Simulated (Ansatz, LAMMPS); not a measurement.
# Gap against volume in amorphous Zn21Cd9Te14Se16 (60 atoms)

Density of this cell: 4.62 g/cm³. The cell holds 60 atoms: 21 Zn, 9 Cd, 14 Te and 16 Se. Its edges and angles: a = 12.446 Å, b = 12.468 Å, c = 12.578 Å, α = 89.5°, β = 89.1°, γ = 89.7°. The starting structure: 60 atoms (21 Zn, 9 Cd, 14 Te, 16 Se) placed at random at 5.25 g/cm³, melted at 2500 K for 10 ps at fixed volume with the Stillinger-Weber II-VI potential (Zhou et al., Phys. Rev. B 88, 085309 (2013)). Quenched from 2500 K to 300 K at 10 K/ps and fixed volume, annealed at 900 K for 20 ps, held 5 ps, then minimised at fixed cell.

Calculated with Ansatz 0.2.0: Kohn-Sham DFT, revPBE, PAW (set soft_1), plane waves; cutoff 420 eV, Γ point, fermi-dirac smearing of 0.05 eV. The relaxed cell was scaled evenly and the atoms were relaxed at each volume. The gap is that between the highest filled and the lowest empty Kohn-Sham level on the run's k-points.

```
volume (Å³/atom)  gap (eV)
          29.272               1.304
          30.573               1.218
          31.549               1.183
          32.525               1.169
          33.500                   ?
          34.476               1.201
```

**Question.** Fit a straight line in ln V to the rows given and interpolate to the withheld row.

Worked fit:

A volume deformation potential makes the spacing linear in u = ln(V/V0), with V0 = 32.525 Å³ the relaxed volume; v is the spacing.

| u = ln(V/V0) | v (eV) |
| --- | --- |
| -0.105360 | 1.3037 |
| -0.0618750 | 1.2182 |
| -0.0304599 | 1.1829 |
| 0 | 1.1688 |
| 0.0582695 | 1.2009 |

With n = 5: mean u = -0.0278851, mean v = 1.21490, Σ(u − ū)² = 0.015365, Σ(u − ū)(v − v̄) = -0.0094012. Slope b = -0.0094012 / 0.015365 = -0.61188; intercept a = v̄ − b ū = 1.1978.

At the withheld volume u = 0.02956, and v = a + b u.

Prediction at 33.500: 1.180 eV. The run gave 1.235 eV, so the fit is low by 0.055 eV (4.5 % of the value).

The rows follow a line only loosely (correlation 0.58 in size over all rows, under the 0.97 asked here), so the slope of -0.61 eV is a mean trend and no deformation potential. Among the rows given, the largest miss of the fit is at 29.272, by 0.041 eV (31 % of the range of the table).

Limits: The table spans 16 % in volume, wide for a linear law. Semilocal functionals tend to put gaps under measured ones. Only the Γ point is sampled. Atoms move by up to 1.1 Å in these relaxations, so the structure changes along the series. Defect or tail levels can set the spacing of a disordered cell. Spin–orbit coupling is left out, which matters for the levels of the heavy elements.

[Logs are printed without paths, hosts, clocks, repeated set-up lines and the standing remarks that a program may print on its own settings, such as how far it seeks lower states.]

[Hosts, paths, dates, database ids (printed as entryN), source tags and the programs' standing remarks are cut or masked in the printed files.]
